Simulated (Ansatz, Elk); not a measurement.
# How far do independent atoms describe VHgPd5?

The structure of VHgPd5 used here is made up (a known structure type with other elements) and was relaxed beforehand with PBE. The aim is the Fourier transform of its all-electron density, F(hkl), set beside the sum over free spherical atoms that refinements use.

Program: Elk 11.2.3 (patched build). Level of theory: DFT, PBE, all-electron APW+lo, Dirac cores, scalar-relativistic bands, static density, no spin. Results are calculated unless marked as measured.

The structure was built from a prototype and need not be the compound's stable phase.

### 1. Set-up

Symmetry: P4/mmm, No. 123, tetragonal system. Conventional cell: a = 4.026 Å, b = 4.026 Å, c = 7.187 Å, α = 90.00°, β = 90.00°, γ = 90.00°. Hg has 12 Pd at 2.85 to 2.91 Å nearest. Pd has 2 V at 2.51 Å and 6 Pd at 2.85 to 2.91 Å and 2 Hg at 2.91 Å nearest. Nearest to Pd lie 4 Hg at 2.85 Å and 8 Pd at 2.91 Å. Nearest to V lie 8 Pd at 2.51 Å. Farther neighbours are not listed.

### 2. Ground state and structure factors

An all-electron density is needed, since X-rays see the cores too. Task 0 finds the density and task 195 Fourier-transforms it; tshift is off so that phases refer to the origin typed.

elk.in

```
tasks
  0
  195

xctype
  20

spinpol
  .false.

rgkmax
  7.0

gmaxvr
  14.0

lmaxo
  7

lmaxapw
  8

swidth
  0.002

tshift
  .false.

ramdisk
  .false.

hmaxvr
  5.5

maxscl
  120

epspot
  1e-06

sppath
  './'

avec
  7.60782541699 0.00000000000 0.00000000000
  0.00000000000 7.60782541699 0.00000000000
  0.00000000000 0.00000000000 13.58169160805

atoms
  3
  'Hg.in'
  1
  0.5000000000 0.5000000000 0.0000000000   0.000000 0.000000 0.000000
  'Pd.in'
  5
  -0.0000000000 0.5000000000 0.2922419447   0.000000 0.000000 0.000000
  0.5000000000 0.0000000000 0.2922419447   0.000000 0.000000 0.000000
  -0.0000000000 0.5000000000 0.7077580553   0.000000 0.000000 0.000000
  0.5000000000 -0.0000000000 0.7077580553   0.000000 0.000000 0.000000
  -0.0000000000 -0.0000000000 0.0000000000   0.000000 0.000000 0.000000
  'V.in'
  1
  0.0000000000 -0.0000000000 0.5000000000   0.000000 0.000000 0.000000

ngridk
  6 6 3
```

Launch:

```sh
$ OMP_NUM_THREADS=4 elk
```

Numbers of over 12 decimals in the logs are rounded to 6 here.

The log of the run:

```text
┌─────────────────────────┐
│ Elk code version 11.2.3 │
└─────────────────────────┘

All units are atomic (Hartree, Bohr, etc.)

┌─────────────────────────────────────────────────┐
│ Ground-state run starting from atomic densities │
└─────────────────────────────────────────────────┘

Lattice vectors :
   7.607825417       0.000000000       0.000000000
   0.000000000       7.607825417       0.000000000
   0.000000000       0.000000000       13.58169161

Reciprocal lattice vectors :
  0.8258845285       0.000000000       0.000000000
   0.000000000      0.8258845285       0.000000000
   0.000000000       0.000000000      0.4626217034

Unit cell volume      :    786.0948315
Brillouin zone volume :   0.3155474423

Muffin-tin inner radius fraction :   0.1000000000E-01

Nuclei treated as point charges

Species : 1 (Hg)
 parameters loaded from : Hg.in
 name : mercury
 nuclear charge    :   -80.00000000
 electronic charge :    80.00000000
 atomic mass :    365653.2015
 muffin-tin radius :    2.800000000
 number of radial points in muffin-tin :   1393
 inner part over the whole radius :   0.9911313582E-02
 number on inner part of muffin-tin    :   1000
 approximate nuclear radius :   0.1038385165E-03
 number of mesh points to nuclear radius :    524
 atomic positions (lattice), magnetic fields (Cartesian) :
  1 :   0.50000000  0.50000000  0.00000000    0.00000000  0.00000000  0.00000000

Species : 2 (Pd)
 parameters loaded from : Pd.in
 name : palladium
 nuclear charge    :   -46.00000000
 electronic charge :    46.00000000
 atomic mass :    193991.7927
 muffin-tin radius :    2.436834171
 number of radial points in muffin-tin :    993
 inner part over the whole radius :   0.9971510004E-02
 number on inner part of muffin-tin    :    706
 approximate nuclear radius :   0.8586907259E-04
 number of mesh points to nuclear radius :    354
 atomic positions (lattice), magnetic fields (Cartesian) :
  1 :   0.00000000  0.50000000  0.29224194    0.00000000  0.00000000  0.00000000
  2 :   0.50000000  0.00000000  0.29224194    0.00000000  0.00000000  0.00000000
  3 :   0.00000000  0.50000000 -0.29224194    0.00000000  0.00000000  0.00000000
  4 :   0.50000000  0.00000000 -0.29224194    0.00000000  0.00000000  0.00000000
  5 :   0.00000000  0.00000000  0.00000000    0.00000000  0.00000000  0.00000000

Species : 3 (V)
 parameters loaded from : V.in
 name : vanadium
 nuclear charge    :   -23.00000000
 electronic charge :    23.00000000
 atomic mass :    92860.67382
 muffin-tin radius :    2.249385389
 number of radial points in muffin-tin :    993
 inner part over the whole radius :   0.9955768800E-02
 number on inner part of muffin-tin    :    698
 approximate nuclear radius :   0.6897515165E-04
 number of mesh points to nuclear radius :    328
 atomic positions (lattice), magnetic fields (Cartesian) :
  1 :   0.00000000  0.00000000  0.50000000    0.00000000  0.00000000  0.00000000

Total number of atoms per unit cell :    7
Total muffin-tin volume :    442.6917006
 ratio of muffin-tin to unit cell volume :   0.5631530483

Spin treatment :
 spin-unpolarised

Number of Bravais lattice symmetries :   16
Number of crystal symmetries         :   16
Crystal has inversion symmetry
Real symmetric eigensolver will be used

k-point grid :      6     6     3
k-point offset :    0.000000000       0.000000000       0.000000000
k-point set is reduced with full crystal symmetry group
Total number of k-points :       20

Muffin-tin radius times maximum |G+k| :    7.000000000
 using average radius
Maximum |G+k| for APW functions       :    2.843290108
Maximum (1/2)|G+k|²                   :    4.042149320
Maximum |G| for potential and density :    14.00000000
Constant for pseudocharge density :   10
 order of it for each species :   17  17  17
 order of it for pair densities of each species (exact exchange by exxq0 0: 18) :   13   9   7
Radial integration step length :    1

G-vector grid sizes :     35    35    63
Number of G-vectors :    36377

[...]
xc potential                :     -1387.0002694215
 exchange                    :     -1118.4576747065
 correlation                 :     -18.249474860616
 electron entropic           :    -0.50533442451405E-02
 total energy                :     -45840.670281789

Density of states at Fermi energy :    398.7966510
 (states/Hartree/unit cell)

Estimated indirect band gap :   0.5034122976E-03
 from k-point 3 to k-point 13
Estimated direct band gap   :   0.1633075372E-02
 at k-point 3

Charges :
 core                        :    212.0000000
 valence                     :    121.0000000
 interstitial                :    11.28196449
 muffin-tins (core leakage)
  species : 1 (Hg)
[...]
species : 2 (Pd)
[...]
species : 3 (V)
[...]
total in muffin-tins        :    321.7180355
 total calculated charge     :    332.9979018
 total charge                :    333.0000000
 error                       :   0.2098181215E-02

RMS change in Kohn-Sham potential (target) :   0.8236890757     (  0.1000000000E-05)
Absolute change in total energy (target)   :   0.6444468791     (  0.1000000000E-03)

[... loops 3 to 20 left out ...]

┌──────────────────┐
│ Loop number : 21 │
└──────────────────┘

Energies :
 Fermi                       :     0.277621
 sum of occupied eigenvalues :     -27752.818137571
 electron kinetic            :      50001.186990965
 core electron kinetic       :      48849.573877112
 Coulomb                     :     -94707.406218698
 Coulomb potential           :     -76265.543398064
 nuclear-nuclear             :     -4859.6552312544
 electron-nuclear            :     -103573.45283281
 Hartree                     :      13725.701845370
 Madelung                    :     -56574.634519666
 xc potential                :     -1488.4617304726
 exchange                    :     -1121.8607266871
 correlation                 :     -18.253657218037
 electron entropic           :    -0.15679711373716E-02
 total energy                :     -45846.335179609

Density of states at Fermi energy :    120.7041352
 (states/Hartree/unit cell)

Estimated indirect band gap :   0.9590644499E-03
 from k-point 15 to k-point 18
Estimated direct band gap   :   0.4671797108E-02
 at k-point 18

Charges :
 core                        :    212.0000000
 valence                     :    121.0000000
 interstitial                :    9.312954144
 muffin-tins (core leakage)
  species : 1 (Hg)
[...]
species : 2 (Pd)
[...]
species : 3 (V)
[...]
total in muffin-tins        :    323.6870459
 total calculated charge     :    332.9981831
 total charge                :    333.0000000
 error                       :   0.1816903846E-02

RMS change in Kohn-Sham potential (target) :   0.9608146335E-07 (  0.1000000000E-05)
Absolute change in total energy (target)   :   0.3776277299E-04 (  0.1000000000E-03)

Convergence targets achieved

┌──────────────────┐
│ Loop number : 22 │
└──────────────────┘

Energies :
 Fermi                       :     0.277621
 sum of occupied eigenvalues :     -27752.818124477
 electron kinetic            :      50001.187002894
 core electron kinetic       :      48849.573883437
 Coulomb                     :     -94707.406221078
 Coulomb potential           :     -76265.543398301
 nuclear-nuclear             :     -4859.6552312544
 electron-nuclear            :     -103573.45283706
 Hartree                     :      13725.701847240
 Madelung                    :     -56574.634521927
 xc potential                :     -1488.4617290701
 exchange                    :     -1121.8607267417
 correlation                 :     -18.253657213378
 electron entropic           :    -0.15679712832289E-02
 total energy                :     -45846.335170110

Density of states at Fermi energy :    120.7041576
 (states/Hartree/unit cell)

Estimated indirect band gap :   0.9590631566E-03
 from k-point 15 to k-point 18
Estimated direct band gap   :   0.4671772428E-02
 at k-point 18

Charges :
 core                        :    212.0000000
 valence                     :    121.0000000
 interstitial                :    9.312954081
 muffin-tins (core leakage)
  species : 1 (Hg)
[...]
species : 2 (Pd)
[...]
atom 4                    :    44.66626762     ( -0.6634878531E-06)
   atom 5                    :    44.64864541     ( -0.6633900007E-06)
  species : 3 (V)
   atom 1                    :    21.23869995     ( -0.2179584975E-06)
 total in muffin-tins        :    323.6870459
 total calculated charge     :    332.9981831
 total charge                :    333.0000000
 error                       :   0.1816903925E-02

┌──────────────────────────────┐
│ Self-consistent loop stopped │
└──────────────────────────────┘

Wrote STATE.OUT
```

The job ended after 61 s (4 threads of Arm Neoverse V2, shared host; peak memory 0.31 GiB).

SFACRHO.OUT:

```text

h k l indices transformed by vhmat matrix:
   1.000000000       0.000000000       0.000000000    
   0.000000000       1.000000000       0.000000000    
   0.000000000       0.000000000       1.000000000    

      h      k      l  multipl.   |H|            Re(F)            Im(F)           |F|

      0      0      0      1   0.0000000       333.00000     -0.76592706E-16   333.00000    
      0      0     -1      2  0.46262170       53.930975     -0.25027794E-14   53.930975    
      1      0      0      4  0.82588453      -12.806256      0.18561154E-13   12.806256    
      0      0      2      2  0.92524341      -7.4950993     -0.97533494E-14   7.4950993    
      1      0     -1      8  0.94662775      -51.112425      0.86084771E-14   51.112425    
     -1     -1      0      4   1.1679771      -27.540981     -0.15156894E-14   27.540981    
      0     -1      2      8   1.2402260      -13.927173      0.40584246E-14   13.927173    
      1      1      1      8   1.2562601       128.72693     -0.87517607E-14   128.72693    
      0      0     -3      2   1.3878651       191.32836     -0.62338407E-14   191.32836    
      1      1      2      8   1.4900489       240.00260     -0.52957337E-13   240.00260    
      0     -1     -3      8   1.6150092      -45.402431     -0.30394831E-13   45.402431    
      0      2      0      4   1.6517691       250.07678     -0.32494752E-13   250.07678    
      0      2      1      8   1.7153308       46.571502     -0.14483534E-13   46.571502    
      1      1     -3      8   1.8139295      -13.481581      0.10861291E-13   13.481581    
     -2     -1      0      8   1.8467339      -14.714442     -0.14703683E-13   14.714442    
      0      0      4      2   1.8504868       172.08197     -0.68922203E-14   172.08197    
     -2      0     -2      8   1.8932555      -3.2666841      0.25327105E-13   3.2666841    
      2     -1      1     16   1.9037976      -43.189904     -0.20047646E-13   43.189904
```

Elk indexes on the primitive cell of elk.in and gives |H| = 4π sin θ/λ in inverse bohr. Below, one row stands for each form hkl of the conventional cell (m members, Friedel mates merged), F is for one primitive cell and the density is static (no thermal factor). Free-atom factors are Waasmaier and Kirfel's, and R is Σm||F|−|F'||/Σm|F|.

```
hkl   m  sin θ/λ (Å⁻¹)  abs F, DFT  neutral atoms   diff.
001   2          0.070      53.931         54.184  -0.253
100   4          0.124      12.806         12.807  -0.000
002   2          0.139       7.495          8.338  -0.843
101   8          0.142      51.112         50.928  +0.184
110   4          0.176      27.541         28.470  -0.929
102   8          0.186      13.927         13.624  +0.303
111   8          0.189     128.727        129.386  -0.659
003   2          0.209     191.328        192.359  -1.031
112   8          0.224     240.003        241.636  -1.633
103   8          0.243      45.402         45.563  -0.160
200   4          0.248     250.077        251.484  -1.407
201   8          0.258      46.572         46.496  +0.075
113   8          0.273      13.482         13.874  -0.392
210   8          0.278      14.714         14.499  +0.215
004   2          0.278     172.082        172.880  -0.798
202   8          0.285       3.267          3.428  -0.161
211  16          0.286      43.190         43.372  -0.182
104   8          0.305      14.860         14.672  +0.189
212  16          0.311      14.851         14.702  +0.149
203   8          0.324     161.821        161.999  -0.178
114   8          0.329      42.650         42.776  -0.126
213  16          0.347      40.340         40.377  -0.037
```

### 3. The highest occupied states alone

An energy window below the Fermi level keeps the highest occupied states, to see at which angles they scatter; shallow core shells can lie inside it and anion s states outside. No new self-consistency is needed.

elk.in: that of step 2 with these lines changed.

```diff
@@ -1,3 +1,2 @@
 tasks
-  0
   195
@@ -40,2 +39,5 @@
 
+wsfac
+  -0.163370 0.577620
+
 sppath
```

Launch:

```sh
$ OMP_NUM_THREADS=4 elk
```

The log of the run:

```text
┌─────────────────────────────────┐
│ Elk code version 11.2.3 started │
└─────────────────────────────────┘

Info(readinput): the functional depends on the density's gradient
 muffin-tin radial points multiplied by    2.00000
 (not where nrmtscf is given)

┌────────────────────┐
│ Current task : 195 │
└────────────────────┘
Info(checkmt): changed muffin-tin radius of species 2 (Pd) from   2.6000 to   2.4368
Info(checkmt): changed muffin-tin radius of species 3 (V) from   2.4000 to   2.2494

Info(sfacrho): density structure factors written to SFACRHO.OUT

 Energy window :  -0.1633700000      0.5776200000

┌──────────────────┐
│ Elk code stopped │
└──────────────────┘
```

Wall time 17 s (4 threads); peak memory 0.2 GiB.

States within 12 eV below the Fermi level hold 67.00 electrons; any levels below the window count with the cores. Their amplitudes can exceed the total, where window and core parts have opposite phase:

```
hkl  sin θ/λ (Å⁻¹)  abs F, window  abs F, all
001          0.070          5.960      53.931
100          0.124          1.695      12.806
002          0.139          5.658       7.495
101          0.142          3.285      51.112
110          0.176          7.460      27.541
102          0.186          1.048      13.927
111          0.189         12.901     128.727
003          0.209         18.240     191.328
112          0.224         20.335     240.003
103          0.243          1.124      45.402
```

### 4. Another functional

The difference from free atoms is small, so it is set against the change that LDA (Perdew-Wang) makes.

elk.in: that of step 3 with these lines changed.

```diff
@@ -1,2 +1,3 @@
 tasks
+  0
   195
@@ -4,3 +5,3 @@
 xctype
-  20
+  3
 
@@ -39,5 +40,2 @@
 
-wsfac
-  -0.163370 0.577620
-
 sppath
```

Launch:

```sh
$ OMP_NUM_THREADS=4 elk
```

The log of the run:

```text
┌─────────────────────────┐
│ Elk code version 11.2.3 │
└─────────────────────────┘

All units are atomic (Hartree, Bohr, etc.)

┌─────────────────────────────────────────────────┐
│ Ground-state run starting from atomic densities │
└─────────────────────────────────────────────────┘

Lattice vectors :
   7.607825417       0.000000000       0.000000000
   0.000000000       7.607825417       0.000000000
   0.000000000       0.000000000       13.58169161

Reciprocal lattice vectors :
  0.8258845285       0.000000000       0.000000000
[...]
interstitial                :    9.323370240
 muffin-tins (core leakage)
  species : 1 (Hg)
[...]
species : 2 (Pd)
[...]
atom 5                    :    44.63941051     ( -0.1090098470E-04)
  species : 3 (V)
   atom 1                    :    21.25322575     ( -0.3497907649E-05)
 total in muffin-tins        :    323.6766298
 total calculated charge     :    332.9981728
 total charge                :    333.0000000
 error                       :   0.1827226131E-02

┌──────────────────────────────┐
│ Self-consistent loop stopped │
└──────────────────────────────┘

Wrote STATE.OUT
[key lines of the parts left out:]
total energy                :     -45810.090652127
```

It took 35 s on 4 threads; peak memory 0.21 GiB.

Against the first run R = 0.02 %; the largest change is -0.097 at 200.

### 5. Basis size

The basis and the expansions that go with it are enlarged, to see whether the differences are converged.

elk.in: that of step 4 with these lines changed.

```diff
@@ -5,3 +5,3 @@
 xctype
-  3
+  20
 
@@ -11,12 +11,12 @@
 rgkmax
-  7.0
+  8.5
 
 gmaxvr
-  14.0
+  18.0
 
 lmaxo
-  7
+  9
 
 lmaxapw
-  8
+  10
```

Launch:

```sh
$ OMP_NUM_THREADS=4 elk
```

The log of the run:

```text
┌─────────────────────────┐
│ Elk code version 11.2.3 │
└─────────────────────────┘

All units are atomic (Hartree, Bohr, etc.)

┌─────────────────────────────────────────────────┐
│ Ground-state run starting from atomic densities │
└─────────────────────────────────────────────────┘

Lattice vectors :
   7.607825417       0.000000000       0.000000000
   0.000000000       7.607825417       0.000000000
   0.000000000       0.000000000       13.58169161

Reciprocal lattice vectors :
  0.8258845285       0.000000000       0.000000000
[...]
interstitial                :    9.176274089
 muffin-tins (core leakage)
  species : 1 (Hg)
[...]
species : 2 (Pd)
[...]
atom 5                    :    44.67146178     ( -0.6633698106E-06)
  species : 3 (V)
   atom 1                    :    21.25835063     ( -0.2179573126E-06)
 total in muffin-tins        :    323.8237259
 total calculated charge     :    332.9998220
 total charge                :    333.0000000
 error                       :   0.1780462143E-03

┌──────────────────────────────┐
│ Self-consistent loop stopped │
└──────────────────────────────┘

Wrote STATE.OUT
[key lines of the parts left out:]
total energy                :     -45846.416180586
```

Wall time 2.3 min (4 threads); peak memory 0.57 GiB; 6.9 min of CPU time.

Against the first run R = 0.01 %; the largest change is -0.043 at 312.

### 6. Settings against the effect

| run | R against the first run (%) | R against neutral atoms, low angle (%) | wall time |
| --- | --- | --- | --- |
| PBE, rgkmax 7 | 0.00 | 0.68 | 61 s |
| LDA (Perdew-Wang) | 0.02 | 0.71 | 35 s |
| rgkmax 8.5 with larger expansions | 0.01 | 0.66 | 2.3 min |

### 7. Outcome

```
R against neutral atoms, sin θ/λ < 0.3 Å⁻¹ : 0.68 %
R against neutral atoms, 0.3 to 0.73 Å⁻¹   : 0.28 %
```

In words: Independent neutral atoms miss the calculated amplitudes by R = 0.68 % below 0.3 Å⁻¹ and 0.28 % from there to 0.73 Å⁻¹; by shells, 0.63 % below 0.15 Å⁻¹ (4 forms), 0.68 % 0.15 to 0.3 (13 forms), 0.36 % 0.3 to 0.45 (28 forms), 0.25 % above 0.45 (104 forms). Bonding, aspherical density and the tables' own atoms all enter these figures, and the runs don't part them. The largest change of an amplitude is -1.63 electrons, at 112. Weak lines can change much in proportion: 222 goes from 1.47 to 1.77. The window's part falls from 67.0 electrons at the origin to at most 1.06 between 0.45 and 0.73 Å⁻¹, where compact states inside the window still scatter. Below 0.3 Å⁻¹ the changes that finished (LDA (Perdew-Wang) and rgkmax 8.5 with larger expansions) move F by R = 0.04 % at most, against the 0.68 % that separates it from free atoms. The k-mesh has no finished test. These runs have no spin, though d or f shells may be open. Spin-orbit coupling is left out, which can matter for elements this heavy. Part of the difference isn't bonding: the tables are fits to free atoms and ions calculated by other methods than this functional. Thermal motion, anomalous dispersion and extinction are left out.

[Logs are printed without paths, hosts, clocks, repeated set-up lines and the standing remarks that a program may print on its own settings, such as how far it seeks lower states.]

[Hosts, paths, dates, database ids (printed as entryN), source tags and the programs' standing remarks are cut or masked in the printed files.]
